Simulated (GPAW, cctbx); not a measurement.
## What do these deviations say about the bonding?

Y2AlSn2, Immm (no. 71), a = 4.2493 Å, b = 6.7003 Å, c = 9.0040 Å, α = 90.00°, β = 90.00°, γ = 90.00°.

| atom | mult. | x | y | z |
| --- | --- | --- | --- | --- |
| Sn1 | 4 | 1/2 | 0.7194 | 0 |
| Y1 | 4 | 0 | 1/2 | 0.2178 |
| Al1 | 2 | 0 | 0 | 0 |

The start was made by putting kin elements into a known structure type; the compound need not exist, or be stable, in this form.

Absolute values of the static structure factors of the conventional cell from DFT (PBE, GPAW) against free spherical atoms, in electrons:

| hkl | d (Å) | free atoms | crystal |
| --- | --- | --- | --- |
| 011 | 5.375 | 41.71 | 41.69 |
| 002 | 4.502 | 76.69 | 76.98 |
| 101 | 3.843 | 129.93 | 130.15 |
| 110 | 3.588 | 79.40 | 79.29 |
| 020 | 3.350 | 8.79 | 8.98 |
| 112 | 2.806 | 167.12 | 166.73 |
| 013 | 2.739 | 58.91 | 58.51 |
| 022 | 2.688 | 248.57 | 248.25 |
| 121 | 2.525 | 192.92 | 192.73 |
| 103 | 2.451 | 211.54 | 211.09 |

**Question.** Which way does charge move, and which reflections show it best?

Project each element's phase sum on the total phase. |F| rises if density moves to atoms that scatter in phase and falls if it moves to atoms that scatter against it; the rule is for low angles, since changes of shape take over beyond. Where all elements are in phase the terms compete, and the compactness of the donor's and the acceptor's density matters too.

| hkl | Sn in phase | Y in phase | Al in phase | change (e) | (%) |
| --- | --- | --- | --- | --- | --- |
| 011 | +0.8 | +0.8 | -2.0 | -0.03 | -0.1 |
| 002 | +4.0 | -3.7 | +2.0 | +0.29 | +0.4 |
| 101 | +4.0 | -0.8 | -2.0 | +0.22 | +0.2 |
| 110 | -0.8 | +4.0 | -2.0 | -0.12 | -0.1 |
| 020 | +3.7 | -4.0 | -2.0 | +0.20 | +2.2 |
| 112 | +0.8 | +3.7 | +2.0 | -0.39 | -0.2 |
| 013 | -0.8 | +2.3 | +2.0 | -0.41 | -0.7 |
| 022 | +3.7 | +3.7 | -2.0 | -0.31 | -0.1 |

Low-angle reflections that set elements apart and change by more than 0.05 e: 002, 101, 110, 020, 112, 013 and 022 (011 hardly moves and tells little). The signs fit a gain of density on Sn and Al and a loss on Y. The best witness is 020, +2.2 %, where Sn enters with +3.7. The real-space density agrees: Voronoi charges Sn -0.16, Y +0.19, Al -0.05 e. The shortest bond, Sn–Al, has Δρ = +0.03 e/Å³ at its midpoint.
